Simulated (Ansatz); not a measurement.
## Cs2HgSe2 (Pbam): band gap by G0W0 on PBE

Wanted: the gap of Cs2HgSe2 (Pbam) with a many-body correction, and the time that it takes.

Main program and level: Ansatz 0.2.0; PBE, then G0W0 on it, plane waves, PAW.

## (1) The starting structure

It takes space group Pbam (No. 55, orthorhombic). Conventional cell: a = 8.185 Å, b = 10.330 Å, c = 4.711 Å, α = 90.00°, β = 90.00°, γ = 90.00°. Nearest to Cs lie 6 Se at 3.66 to 3.72 Å and 1 Cs at 3.87 Å. Nearest to Hg lie 2 Se at 2.41 Å. Nearest to Se lie 1 Hg at 2.41 Å and 6 Cs at 3.66 to 3.72 Å. Farther neighbours and most contacts between anions are not listed.

The cell and positions come from the Crystallography Open Database and are kept as given unless a step says otherwise. Spin-orbit coupling is left out unless a step names it.

## (2) Bands along the symmetry lines

Levels along a band path and on the mesh show where this functional puts the band edges.

This step: DFT, PBE, plane waves, PAW; PAW set soft_1.

input.yaml reads:

```yaml
crystal:
  lattice:
    - [8.1849, 0.0, 0.0]
    - [0.0, 10.3302, 0.0]
    - [0.0, 0.0, 4.7112]
  atoms:
    - { symbol: Cs, position: [0.39222, 0.83311, 0.5] }
    - { symbol: Cs, position: [0.60778, 0.16689, 0.5] }
    - { symbol: Cs, position: [0.89222, 0.66689, 0.5] }
    - { symbol: Cs, position: [0.10778, 0.33311, 0.5] }
    - { symbol: Hg, position: [0.5, 0.5, 0.0] }
    - { symbol: Hg, position: [0.0, 0.0, 0.0] }
    - { symbol: Se, position: [0.23025, 0.59445, 0.0] }
    - { symbol: Se, position: [0.76975, 0.40555, 0.0] }
    - { symbol: Se, position: [0.73025, 0.90555, 0.0] }
    - { symbol: Se, position: [0.26975, 0.09445, 0.0] }
kpoints:
  mp_grid: { grid: [4, 2, 6] }
  band_path:
    path:
      - [[0.0, 0.0, 0.0], [0.5, 0.0, 0.0], [0.5, 0.5, 0.0], [0.0, 0.5, 0.0], [0.0, 0.0, 0.0], [0.0, 0.0, 0.5], [0.5, 0.0, 0.5], [0.5, 0.5, 0.5], [0.0, 0.5, 0.5], [0.0, 0.0, 0.5]]
      - [[0.5, 0.0, 0.0], [0.5, 0.0, 0.5]]
      - [[0.0, 0.5, 0.0], [0.0, 0.5, 0.5]]
      - [[0.5, 0.5, 0.0], [0.5, 0.5, 0.5]]
    npoints: 10
hamiltonian:
  xc: pbe
  pseudopotentials: { kind: paw, azcp: { folder: soft_1 } }
scf:
  occupations: { method: fermi_dirac, width: 0.02 }
  n_extra_bands: 7
output:
  eigenvalues: true
  forces: true
  stress: true
  write_density: true
  write_potential: true
  elf: true
  volumetric_format: npy
```

The run is started by

```
> ansatz run input.yaml --threads 2 --pin off --max-ram 92160MiB --backend cuda --events-out ev --progress --plain --runs-dir out --devices 1 --max-vram 13GiB
```

Numbers of over 12 decimals in the logs are rounded to 6 here.

Output:

```text
scf.n_extra_bands = 7 over 70 filled bands (N_el = 140.0): the run solves 77 bands
GPUs: using 1 of 1 available (devices: 1).
Engine: ansatz 0.2.0, x86_64-unknown-linux-gnu
Pseudopotentials: kind: paw
Pseudopotential: Cs, paw, valence charge 9, recommended cutoff 420 eV (normal), soft_1/Cs.paw.azcp
Pseudopotential: Hg, paw, valence charge 20, recommended cutoff 420 eV (normal), soft_1/Hg.paw.azcp
Pseudopotential: Se, paw, valence charge 16, recommended cutoff 420 eV (normal), soft_1/Se.paw.azcp
Functional definition: PBE
  parameter kappa = 0.804
  parameter beta = 0.066725
  exchange = pbe_x(kappa = kappa, mu = beta*pi^2/3)
  correlation = pbe_c(beta = beta)
device memory: the entry about to start is reckoned to put 4.6 GiB on a device that reports 50.0 GiB free (of which the cap on the GPU budget leaves the run 13.0 GiB)
GPU FFT provider: cuFFT
GPU libraries: cuBLAS 13.8.2, cuFFT 12.4.0, cuSOLVER 12.3.4
Crystal: 10 atoms, lattice volume = 398.340 Å³
Basis set: ecut = 420 eV, 7743 PW (Γ), exchange–correlation on 120×144×64 points (8 copies of the dense FFT grid, shifted against one another)
Bands: 77, of which v1, the nominal top of the filled ones, is band 70 counted from 1 (69 counted from 0)
Symmetry: 8 space group operations
Space group: Pbam (ITA 55), of the structure as read, at distance tolerance 7.4e-5 Å
k-points: 24 of 48
Non-local potential: Cs, projectors of the file, l = 0: 3, l = 1: 2, l = 2: 2, l = 3: 2
Non-local potential: Hg, projectors of the file, l = 0: 3, l = 1: 2, l = 2: 2, l = 3: 1
Non-local potential: Se, projectors of the file, l = 0: 2, l = 1: 2, l = 2: 3, l = 3: 1
PAW form: soft (Blöchl's): semilocal exchange-correlation on the pseudo side does not see the compensation charge
PAW one-centre angular grid: Cs, 194 points (default); XC on 64 Gauss nodes
PAW one-centre angular grid: Hg, 590 points (default); XC on 64 Gauss nodes
PAW one-centre angular grid: Se, 590 points (default); XC on 64 Gauss nodes
Initial density: superposition of atomic densities (chi_scale 0.1, normalization cell, long waves kept (reshape's long-wave potential 0.00 eV rms))
Initial wavefunctions: pseudopotential atomic-orbital guess
GPU buffer pool allocated for 138240 grid points (all kernels)
GPU transforms: local potential and band sums: pruned to the plane-wave sphere, on 60×72×32
Functional: x = pbe(κ = 0.804, μ = 0.219515), c = pbe(β = 0.066725)
SCF iter   1: F=—  HF=-72205.751318 eV  |F-HF|=—  |Δ(HF+E_count)|=         —  Δρ=4.04e-2  dr2=1.64e1  ethr=3.10e-3  ⟨swp⟩=7.3  Hψ=7284  notcnv=0
preconditioner: auto → Resta (q_TF=auto, 2.292 Å⁻¹)  ε∞=4.4  [insulator: Δε(μ)=1.865 eV  Ē_g=8.734 eV  σ=0.020 eV  W_gap=1.00  n_scr=76 (ndim 8)  ℏωp=16.2 eV  f_vac=0.021  D(μ)=0.00/eV (n_scr^D=0)  ε∞_Penn≈4.4]
SCF iter   2: F=—  HF=-72201.331733 eV  |F-HF|=—  |Δ(HF+E_count)|=    4.42e0  Δρ=1.78e-2  dr2=3.25e0  ethr=3.10e-3  ⟨swp⟩=3.7  Hψ=3675  notcnv=0  defer=56
SCF iter   3: F=—  HF=-72200.064375 eV  |F-HF|=—  |Δ(HF+E_count)|=    1.27e0  Δρ=5.82e-3  dr2=3.72e-1  ethr=2.32e-3  ⟨swp⟩=4.2  Hψ=3884  notcnv=0  defer=56
SCF iter   4: F=—  HF=-72199.935682 eV  |F-HF|=—  |Δ(HF+E_count)|=   1.29e-1  Δρ=2.23e-3  dr2=4.63e-2  ethr=2.66e-4  ⟨swp⟩=3.7  Hψ=3358  notcnv=0  defer=56
SCF iter   5: F=—  HF=-72199.934041 eV  |F-HF|=—  |Δ(HF+E_count)|=   1.64e-3  Δρ=9.93e-4  dr2=6.60e-3  ethr=3.30e-5  ⟨swp⟩=3.2  Hψ=3964  notcnv=0  defer=57
SCF iter   6: F=—  HF=-72199.935966 eV  |F-HF|=—  |Δ(HF+E_count)|=   1.93e-3  Δρ=4.00e-4  dr2=8.94e-4  ethr=4.72e-6  ⟨swp⟩=2.0  Hψ=3390  notcnv=0  defer=57
SCF iter   7: F=—  HF=-72199.937152 eV  |F-HF|=—  |Δ(HF+E_count)|=   1.19e-3  Δρ=1.06e-4  dr2=5.57e-5  ethr=6.39e-7  ⟨swp⟩=2.0  Hψ=3103  notcnv=0  defer=57
SCF iter   8: F=—  HF=-72199.937621 eV  |F-HF|=—  |Δ(HF+E_count)|=   4.70e-4  Δρ=2.40e-5  dr2=4.53e-6  ethr=3.98e-8  ⟨swp⟩=2.0  Hψ=2702  notcnv=0  defer=57
SCF iter   9: F=—  HF=-72199.937627 eV  |F-HF|=—  |Δ(HF+E_count)|=   5.45e-6  Δρ=9.60e-6  dr2=4.27e-7  ethr=3.23e-9  ⟨swp⟩=2.0  Hψ=2646  notcnv=0  defer=57
SCF iter  10: F=-72199.937627 eV  HF=-72199.937627 eV  |F-HF|=1.81e-8  |Δ(HF+E_count)|=   3.55e-7  Δρ=1.66e-6  dr2=1.83e-8  ethr=7.14e-11  ⟨swp⟩=19.2  Hψ=19662  notcnv=0
SCF 1 converged in 10 iterations: F = -72199.937627 eV  dr2 = 1.83e-8
  Residual-converged pass: ⟨swp⟩=1.0  Hψ=1944  notcnv=0  max |occ|·‖R‖ = 7.1e-9 eV (tolerance 1.0e-8 eV)  dr2=1.83e-8  dr2_onsite=1.65e-9  max |Δocc| = 0.0e0
  greatest PAW one-centre occupation: 1.000 electrons in one spin orbital (limit 2), on the Hg atom at site 5 (counted from 0), in its partial waves of l = 0
device memory: the entry about to start is reckoned to put 4.6 GiB on a device that reports 50.6 GiB free (of which the cap on the GPU budget leaves the run 13.0 GiB)
NSCF: frozen V_eff on 124 k-points
SCF converged after 10 iterations
Free energy (F): -72199.937627 eV
Harris-Foulkes:  -72199.937627 eV  (|F-HF|=1.81e-8)
Internal energy: -72199.937627 eV  (E = F + TS)
E sigma→0 (E₀):  -72199.937627 eV
Fermi energy:    6.193861 eV
--- Per-component energies (eV) ---
  E_band       = -2932.081453
  E_kinetic    = 2174.518540
  E_local      = -22303.493286  (includes V_loc(G=0)·N_el)
  E_nonlocal   = -1162.170864
  E_hartree    = 10734.158879
  E_xc         = -1484.026050
  E_vxc        = -1417.136597  (∫ρ·V_xc dr)
  E_paw        = -48675.764902  (= ΣΔE_a)
  E_vpaw       = -1692.123048  (= ΣTr[D̂ρ^β])
  E_aug_tail   = -0.000543  (compensation charges beyond the density's cutoff)
  E_ewald      = -11483.159401
  E_smearing   = -0.000000  (= −TS)
  E_closure    = -0.000000  (closes the sum)
  Σ components = -72199.937627   (vs F -72199.937627, Δ=0.00e0)
--- Forces (eV/Å), atoms counted from 1 ---
  atom   1  Cs    -0.00632134    -0.01049989     0.00000000
  atom   2  Cs     0.00632134     0.01049989     0.00000000
  atom   3  Cs    -0.00632134     0.01049989     0.00000000
  atom   4  Cs     0.00632134    -0.01049989     0.00000000
  atom   5  Hg     0.00000000     0.00000000     0.00000000
  atom   6  Hg     0.00000000    -0.00000000     0.00000000
  atom   7  Se    -0.37265154     0.16210098     0.00000000
  atom   8  Se     0.37265154    -0.16210098     0.00000000
  atom   9  Se    -0.37265154    -0.16210098     0.00000000
  atom  10  Se     0.37265154     0.16210098     0.00000000
  max |Σ_I F_I| component: 1.11e-16 eV/Å
--- Stress (GPa, compression-positive) ---
        2.498236       0.000000       0.000000
        0.000000       1.443391       0.000000
        0.000000       0.000000       1.208605
  P = ⅓ Tr σ = 1.7167 GPa (17.167 kbar)
--- Band table (eV; the first three rows and the last of 24) ---
  k-point 0: bands = [... 66 lower, 4.8316, 4.9861, 5.1113, 5.1463, 7.1768, 8.0337, 8.2944, 8.8750, ... 3 higher]
  k-point 1: bands = [... 66 lower, 4.6738, 4.8390, 4.9758, 4.9879, 7.4041, 8.1162, 8.1420, 8.9622, ... 3 higher]
  k-point 2: bands = [... 66 lower, 4.5816, 4.7172, 4.7230, 4.7416, 7.7447, 8.0003, 8.1735, 8.5017, ... 3 higher]
  k-point 23: bands = [... 66 lower, 4.4960, 4.4960, 5.0729, 5.0729, 7.5730, 7.5730, 8.3469, 8.3469, ... 3 higher]
```

It took 20 s on 1 × NVIDIA H100 80GB HBM3 (shared by 6 runs) with 2 threads of AMD EPYC 7R13 (Zen 3), shared host; peak memory 1.4 GiB; 30 s of CPU time.

In the SCF lines HF is the Harris–Foulkes energy and dr2 the Hartree energy of the density residual, in eV; the loop may stop once dr2 is under the threshold and the program's other checks hold. Hψ counts applications of the Hamiltonian.

This step gave:

| Quantity | Value |
| --- | --- |
| pressure | 1.717 GPa |
| filled bands | 70 |
| gap | 1.997 eV |
| valence top at | k = (0.400, 0.000, 0.000) |
| conduction bottom at | Γ |
| least direct gap | 2.030 eV |

Over mesh and path the gap is 1.997 eV, from k = (0.400, 0.000, 0.000) to k = Γ. The least direct gap found is 2.030 eV, at k = Γ. On the 4×2×6 mesh alone the same run gives 2.003 eV, so that mesh misses an edge of PBE: 2.003 − 1.997 = +0.006 eV.

Electronic bands along the path, in eV, zero at the top of the highest nominally filled band:

```tsv
point	band 67	band 68	band 69	band 70	band 71	band 72	band 73	band 74
Γ	-0.35	-0.19	-0.07	-0.03	2.00	2.85	3.12	3.70
halfway	-0.23	-0.14	-0.04	-0.01	2.40	2.64	3.09	3.54
X	-0.10	-0.10	-0.01	-0.01	2.58	2.58	3.35	3.35
halfway	-0.16	-0.16	-0.02	-0.02	2.69	2.69	3.23	3.23
S	-0.22	-0.22	-0.03	-0.03	2.94	2.94	2.95	2.95
halfway	-0.30	-0.30	-0.04	-0.04	2.63	2.63	3.26	3.26
Y	-0.52	-0.52	-0.04	-0.04	2.47	2.47	3.45	3.45
halfway	-0.41	-0.29	-0.06	-0.04	2.13	2.88	3.06	3.68
Γ	-0.35	-0.19	-0.07	-0.03	2.00	2.85	3.12	3.70
halfway	-0.57	-0.47	-0.33	-0.32	2.41	2.87	2.98	3.71
Z	-0.71	-0.59	-0.55	-0.31	2.80	2.83	2.85	2.99
halfway	-0.60	-0.56	-0.36	-0.13	2.53	2.55	2.66	2.94
U	-0.60	-0.60	-0.11	-0.11	2.44	2.44	2.68	2.68
halfway	-0.64	-0.64	-0.11	-0.11	2.41	2.41	2.86	2.86
R	-0.68	-0.68	-0.11	-0.11	2.39	2.39	3.17	3.17
halfway	-0.63	-0.63	-0.24	-0.24	2.59	2.59	2.97	2.97
T	-0.59	-0.59	-0.42	-0.42	2.82	2.82	2.94	2.94
halfway	-0.59	-0.56	-0.56	-0.33	2.80	2.80	2.83	3.21
Z	-0.71	-0.59	-0.55	-0.31	2.80	2.83	2.85	2.99
jump to X	-0.10	-0.10	-0.01	-0.01	2.58	2.58	3.35	3.35
halfway	-0.41	-0.41	-0.12	-0.12	2.61	2.61	3.34	3.34
U	-0.60	-0.60	-0.11	-0.11	2.44	2.44	2.68	2.68
jump to Y	-0.52	-0.52	-0.04	-0.04	2.47	2.47	3.45	3.45
halfway	-0.52	-0.52	-0.31	-0.31	2.55	2.55	3.62	3.62
T	-0.59	-0.59	-0.42	-0.42	2.82	2.82	2.94	2.94
jump to S	-0.22	-0.22	-0.03	-0.03	2.94	2.94	2.95	2.95
```

ELF in the ab plane at fractional z = 0.000, with atoms of Hg and Se within 0.2 Å of it. It is the smooth field of the valence electrons, not physical close to the nuclei.

Values, 13 rows by 16 columns, each cell a mean:
```
0.52 0.42 0.28 0.40 0.59 0.61 0.38 0.08 0.19 0.70 0.79 0.55 0.50 0.61 0.35 0.46
0.30 0.26 0.15 0.08 0.08 0.05 0.02 0.02 0.18 0.62 0.71 0.41 0.47 0.69 0.45 0.27
0.07 0.04 0.08 0.16 0.16 0.07 0.02 0.01 0.05 0.35 0.68 0.80 0.81 0.70 0.38 0.13
0.03 0.24 0.59 0.76 0.77 0.61 0.30 0.09 0.04 0.05 0.17 0.31 0.31 0.17 0.05 0.01
0.16 0.57 0.72 0.58 0.62 0.72 0.47 0.24 0.24 0.20 0.10 0.05 0.03 0.02 0.01 0.01
0.22 0.69 0.75 0.40 0.38 0.63 0.37 0.40 0.46 0.39 0.26 0.30 0.45 0.44 0.23 0.05
0.09 0.49 0.78 0.78 0.66 0.42 0.35 0.57 0.65 0.41 0.39 0.63 0.73 0.82 0.73 0.28
0.05 0.06 0.22 0.31 0.25 0.20 0.31 0.40 0.39 0.33 0.59 0.47 0.19 0.57 0.75 0.43
0.02 0.01 0.01 0.02 0.03 0.04 0.10 0.17 0.19 0.34 0.67 0.77 0.71 0.75 0.63 0.26
0.02 0.06 0.22 0.44 0.52 0.39 0.16 0.03 0.03 0.12 0.36 0.61 0.68 0.56 0.26 0.05
0.14 0.31 0.66 0.80 0.81 0.77 0.59 0.18 0.02 0.01 0.02 0.05 0.07 0.05 0.06 0.10
0.33 0.33 0.63 0.50 0.21 0.57 0.73 0.40 0.05 0.03 0.10 0.16 0.15 0.16 0.27 0.35
0.60 0.39 0.45 0.63 0.63 0.79 0.78 0.34 0.07 0.37 0.69 0.73 0.59 0.35 0.36 0.53
```
Columns run along a (8.2 Å), rows up along b (10.3 Å). Atoms in or near the plane, at fractional coordinates: Hg at (0.50, 0.50), Hg at (0.00, 0.00), Se at (0.23, 0.59), Se at (0.77, 0.41), Se at (0.73, 0.91), Se at (0.27, 0.09).

Electrostatic potential energy in the ab plane at fractional z = 0.000, with atoms of Hg and Se within 0.2 Å of it. With pseudopotentials it is smooth inside the atoms' cores, unlike the true potential.

Values in eV, 13 rows by 16 columns, each cell a mean:
```
-31 -18   4   8   8   9  10  10  10   7  -5  -2  -5  -6 -10 -29
  3   6   8   9  10   9   9   9   9   5  -8   2  -1  -6   6   4
  9   9  10  10  10   9   9   9   9   9   6   1   3   8   9   9
  9   9   8   6   7   9  10   9   9   9  10  10  10   9   9   9
  9   6  -6  -3  -4  -3   7   7   7   8   9  10   9   9   9   9
 10   6  -8   3  -1  -8  -5 -21 -24 -11   5   9   9  10  10  10
 10  10   6   1   1   3 -16 -34 -34 -27  -2  -3  -5  -1   7  10
 10  10  10  10  10   8   2 -12 -15  -4  -3  -5   9  -4  -1   9
  9   9   9   9  10   9   9   8   8   9   5  -5  -4  -5   5   9
  9   9   9  10  10  10  10   9   9   9  10   9   9   9   9   9
  9   9   7   0  -4  -1   7   9   9   9   9   9  10  10   9   9
 -5   2  -2  -5   9  -4  -2   8   9   9   9  10  10   9   5  -2
-34 -25  -3  -7  -4  -5   5  10  10  10   9   6   6   5 -13 -33
```
Columns run along a (8.2 Å; values clipped at the 3rd and 97th percentile), rows up along b (10.3 Å). Atoms in or near the plane, at fractional coordinates: Hg at (0.50, 0.50), Hg at (0.00, 0.00), Se at (0.23, 0.59), Se at (0.77, 0.41), Se at (0.73, 0.91), Se at (0.27, 0.09).

(Continued in part 2 of 2.)

[Paths, hosts, dates, memory and timing lines, banners, echoed tables and standing remarks are left out of the program output.]

[Logs are printed without paths, hosts, clocks, repeated set-up lines and the standing remarks that a program may print on its own settings, such as how far it seeks lower states.]

[Runs of the session that timed out or met a known fault of the program may be left out.]

[Cells called generated may have been cut or substituted from an entry of the Crystallography Open Database or the Materials Project.]

[Hosts, paths, dates, database ids (printed as entryN), source tags and the programs' standing remarks are cut or masked in the printed files.]

[Where an RPA ε∞ is given, it is that of the G0W0 mesh and is not shown converged in it. Names of k-points follow the symmetry that the program found, which can be lower than the space group named. Band edges on a path are those of the sampled points; other points can move an edge, and change direct to indirect where valleys lie close.]

[Hybrid gaps are those of their k-mesh and are not shown converged in it.]
